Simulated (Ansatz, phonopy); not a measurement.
# LiH (Fm-3m): a volume series of phonon spectra, part 4 of 4

Which modes of LiH drive its thermal expansion?

Experimental results on record:
- heat capacity C_P per formula unit 28.1 J/mol/K and bulk modulus 33.7 GPa near room temperature (given in “High-Throughput Prediction of Finite-Temperature Properties using the Quasi-Harmonic Approximation”, 2016, arXiv:1603.06924)

Ansatz 0.2.0; DFT LDA, scalar-relativistic, plane waves, PAW.

So far. Step 14 (Lattice dynamics at this volume, V/V0 0.97): No mode is imaginary beyond numerical noise at the solved wavevectors. The highest zone-centre mode (no LO–TO term) moved by +4.6 % for a volume change of -3.0 %. Step 15 (Single point at a scaled cell, V/V0 1.05): The run ends at a pressure of -1.83 GPa.

The database entry behind the starting cell differs from later determinations by our own check (the deuteride, about 0.2 % short), so it need not match the best structure at ambient conditions.

### Step 16. Lattice dynamics at this volume, V/V0 1.05

The same q-mesh and k-mesh are kept at every volume, so that much of their error can cancel in the differences.

Contents of input.yaml:

```yaml
crystal:
  lattice:
    - [0.0, 1.9865098413, 1.9865098413]
    - [1.9865098413, 0.0, 1.9865098413]
    - [1.9865098413, 1.9865098413, 0.0]
  atoms:
    - { symbol: Li, position: [0.0, 0.0, 0.0] }
    - { symbol: H, position: [0.5, 0.5, 0.5] }
kpoints:
  mp_grid: { grid: [12, 12, 12] }
hamiltonian:
  xc: lda
scf:
  occupations: { method: fixed }
output:
  eigenvalues: true
phonons:
  method: dfpt
  dielectric: true
  rigid_motions: translations
  qmesh: [4, 4, 4]
  temperatures: { t_max: 1000, t_step: 50 }
  qpath:
    path:
      - [[0.0, 0.0, 0.0], [0.5, 0.0, 0.5], [0.625, 0.25, 0.625]]
      - [[0.375, 0.375, 0.75], [0.0, 0.0, 0.0], [0.5, 0.5, 0.5], [0.5, 0.25, 0.75], [0.5, 0.0, 0.5]]
    npoints: 10
```

Run with:

```bash
ansatz run input.yaml --threads 4 --pin off --max-ram 16384MiB --backend cpu --events-out ev --progress --plain --runs-dir out
```

Output:

```text
[...]
Crystal: 2 atoms, lattice volume = 15.678 Å³
Basis set: ecut = 420 eV, 331 PW (Γ), exchange–correlation on 40×40×40 points (8 copies of the dense FFT grid, shifted against one another)
Bands: 6, of which v1, the nominal top of the filled ones, is band 2 counted from 1 (1 counted from 0)
Symmetry: 48 space group operations
k-points: 163 of 1728 (irreducible under 8 space group operations, time reversal used)
[...]
optical modes at Γ + LO–TO along q̂ = [0.0000, 1.0000, 0.0000]:
      ω (cm⁻¹)  modes    IR ((D/Å)²/amu)
        600.57      2            55.3552
       1065.46      1            27.6776
  optical modes at Γ + LO–TO along q̂ = [0.0000, 0.0000, 1.0000]:
      ω (cm⁻¹)  modes    IR ((D/Å)²/amu)
        600.57      2            55.3552
       1065.46      1            27.6776
--- Phonons (arbitrary-q DFPT): 8 irreducible q on the 4×4×4 mesh ---
[...]
interpolated dispersion: 63 rows × 6 modes
[...]
[key lines of the parts left out:]
SCF converged after 6 iterations
Free energy (F): -218.210087 eV
Fermi energy:    0.866874 eV
```

The job ended after 19 s (4 threads of Intel Xeon Platinum 8375C at 2.90GHz (Ice Lake), shared host; peak memory 0.67 GiB; 66 s of CPU time).

LO-TO term included. The phonon branches at the labelled points (cm⁻¹):

| point | branch 1 | branch 2 | branch 3 | branch 4 | branch 5 | branch 6 |
| --- | --- | --- | --- | --- | --- | --- |
| Γ | 0 | 0 | 0 | 601 | 601 | 1066 |
| halfway | 250 | 250 | 339 | 724 | 724 | 1046 |
| X | 321 | 321 | 422 | 820 | 820 | 1012 |
| halfway | 320 | 344 | 416 | 820 | 854 | 999 |
| U | 314 | 393 | 397 | 817 | 922 | 959 |
| jump to K | 314 | 393 | 397 | 817 | 922 | 959 |
| halfway | 224 | 277 | 383 | 759 | 762 | 1048 |
| Γ | 0 | 0 | 0 | 601 | 601 | 1066 |
| halfway | 206 | 206 | 356 | 732 | 732 | 1065 |
| L | 281 | 281 | 519 | 789 | 789 | 1042 |
| halfway | 302 | 333 | 463 | 809 | 859 | 1003 |
| W | 355 | 380 | 380 | 873 | 921 | 921 |
| halfway | 338 | 342 | 410 | 848 | 854 | 986 |
| X | 321 | 321 | 422 | 820 | 820 | 1012 |

The phonon branches as a text plot (rows in cm⁻¹):

```
   1047 |********              **********************
   1003 |        ********   ***                      ***      ***
    958 |                ***                            *   **
    914 |                ***                            ****
    869 |              **   *                         ** *****
    824 |           ***********                    ******     ***
    780 |        ***         ****             ********
    735 |      **                *          **
    691 |    **                   **       *
    646 |  **                       *    **
    602 |**                          ****
    557 |
    513 |                                       *****
    468 |                                     **     **
    423 |         ******** *****             *         **    ****
    379 |       **      *****   *                       *****
    334 |      *    *******  **  *          *        ************
    290 |    ** ****       ******          *   *********
    245 |   *  *               *****      *  **
    201 |    **                  ****       *
    156 |  **                     ***    ***
    111 |  *                        **   *
     67 | *                          *  *
     22 |*                            **
         Γ           X  U|K            Γ         L        W     X
```

No mode is imaginary beyond numerical noise at the solved wavevectors. The highest zone-centre mode (no LO–TO term) moved by -7.3 % for a volume change of +5.0 %.

### Step 17. How the modes move with volume

This step: DFT LDA, scalar-relativistic, plane waves, PAW (phonopy 4.10.0).

Numbers from this step:

- share of modes with a negative Grüneisen parameter: 0

Mean Grüneisen, by row:

| T (K) | heat-capacity-weighted mean | root mean square |
| --- | --- | --- |
| 50 | 1.024 | 1.07 |
| 100 | 1.081 | 1.104 |
| 200 | 1.08 | 1.097 |
| 300 | 1.065 | 1.082 |
| 500 | 1.043 | 1.061 |
| 800 | 1.03 | 1.049 |

The mean mode Grueneisen parameter by wavenumber:

| wavenumber (cm⁻¹) | mean mode Grueneisen parameter |
| --- | --- |
| 18 | - |
| 55 | 0.768 |
| 92 | 0.904 |
| 129 | 0.966 |
| 166 | 0.97 |
| 203 | 1.04 |
| 240 | 1.08 |
| 276 | 1.11 |
| 313 | 1.14 |
| 350 | 1.07 |
| 387 | 1.09 |
| 424 | 1.13 |
| 460 | 1.03 |
| 497 | 0.891 |
| 534 | 0.821 |
| 571 | - |
| 608 | - |
| 645 | 1.49 |
| 682 | 1.43 |
| 718 | 1.36 |
| 755 | 1.29 |
| 792 | 1.2 |
| 829 | 1.13 |
| 866 | 1.04 |
| 903 | 0.953 |
| 940 | 0.884 |
| 976 | 0.815 |
| 1013 | 0.765 |
| 1050 | 0.712 |
| 1087 | 0.674 |

Volume series, by row:

| V/V0 | V (Å³/atom) | pressure (GPa) | E - E0 (meV/atom) | gap (eV) | zero-point energy (meV/atom) | lowest on the path (cm⁻¹) | highest at Gamma without the LO-TO term (cm⁻¹) |
| --- | --- | --- | --- | --- | --- | --- | --- |
| 0.97 | 7.242 | 1.299 | 0.886 | 2.506 | 121.2 | 0 | 677.9 |
| 0.985 | 7.354 | 0.628 | 0.222 | 2.524 | 119.4 | 0 | 662.9 |
| 1 | 7.466 | -0.001 | 0 | 2.54 | 117.7 | 0 | 648.2 |
| 1.015 | 7.578 | -0.59 | 0.206 | 2.555 | 115.9 | 0 | 633.6 |
| 1.03 | 7.69 | -1.142 | 0.82 | 2.57 | 114.3 | 0 | 619.4 |
| 1.05 | 7.839 | -1.826 | 2.2 | 2.589 | 112.1 | 0 | 600.6 |

The optical frequency at Gamma without the LO-TO term, mode 4 by V/V0:

| V/V0 | optical frequency at Gamma without the LO-TO term, mode 4 (cm⁻¹) |
| --- | --- |
| 0.9700 | 678 |
| 0.9850 | 663 |
| 1.0000 | 648 |
| 1.0150 | 634 |
| 1.0300 | 619 |
| 1.0500 | 601 |

Grüneisen at points, by row:

| point | branch | frequency (cm⁻¹) | mode Grüneisen parameter |
| --- | --- | --- | --- |
| Γ | 4 | 648.2 | 1.5 |
| Γ | 6 | 1100 | 0.64 |
| X | 1 | 336.8 | 0.94 |
| X | 3 | 450.5 | 1.28 |
| X | 4 | 861.6 | 1.01 |
| X | 6 | 1048 | 0.72 |
| U | 1 | 333 | 1.12 |
| U | 2 | 411.9 | 0.95 |
| U | 3 | 422.9 | 1.21 |
| U | 4 | 860.4 | 1.05 |
| U | 5 | 961.9 | 0.86 |
| U | 6 | 996.1 | 0.79 |
| K | 1 | 333 | 1.12 |
| K | 2 | 411.9 | 0.95 |
| K | 3 | 422.9 | 1.21 |
| K | 4 | 860.4 | 1.05 |
| K | 5 | 961.9 | 0.86 |
| K | 6 | 996.1 | 0.79 |
| L | 1 | 299.6 | 1.26 |
| L | 3 | 539.5 | 0.79 |
| L | 4 | 835.2 | 1.15 |
| L | 6 | 1077 | 0.69 |
| W | 1 | 373.8 | 1.03 |
| W | 2 | 402.6 | 1.13 |
| W | 4 | 914.3 | 0.95 |
| W | 5 | 960 | 0.85 |

### Step 18. Quasi-harmonic fit by phonopy

The energy (each curve on its own zero) by volume; values in meV/atom:

| volume (Å³/atom) | static | F at 0 K | F at 300 K | F at 600 K |
| --- | --- | --- | --- | --- |
| 7.242 | 0.89 | 5.29 | 6.02 | 8.18 |
| 7.354 | 0.22 | 2.85 | 3.3 | 4.62 |
| 7.466 | 0 | 0.9 | 1.07 | 1.55 |
| 7.578 | 0.21 | -0.61 | -0.72 | -1.09 |
| 7.690 | 0.82 | -1.66 | -2.07 | -3.29 |
| 7.839 | 2.2 | -2.45 | -3.26 | -5.64 |

### Step 19. What came out

| Property | Result |
| --- | --- |
| mean mode Grüneisen parameter at 300 K | 1.06 |

What this shows: The free-energy minimum reaches the edge of the computed volumes already at low temperature, so no expansion is given. The heat-capacity-weighted Grüneisen parameter goes from 1.02 at 50 K to 1.03 at 800 K. Weighting γ by the density of states and each mode's heat capacity at 300 K, modes below 370 cm⁻¹ give about 53 % of the sum of γC that drives the expansion, those up to 740 cm⁻¹ 26 % and the rest 22 %. Among the labelled points γ is largest for branch 4 at Γ (648 cm⁻¹, 1.5) and smallest for branch 6 at Γ (1100 cm⁻¹, 0.64).

[Logs are printed without paths, hosts, clocks, repeated set-up lines and the standing remarks that a program may print on its own settings, such as how far it seeks lower states.]

[Hosts, paths, dates, database ids (printed as entryN), source tags and the programs' standing remarks are cut or masked in the printed files.]

[A step with changed settings may run another functional than the one named; its input shows which.]

[Of the runs on displaced cells, only some may be shown.]
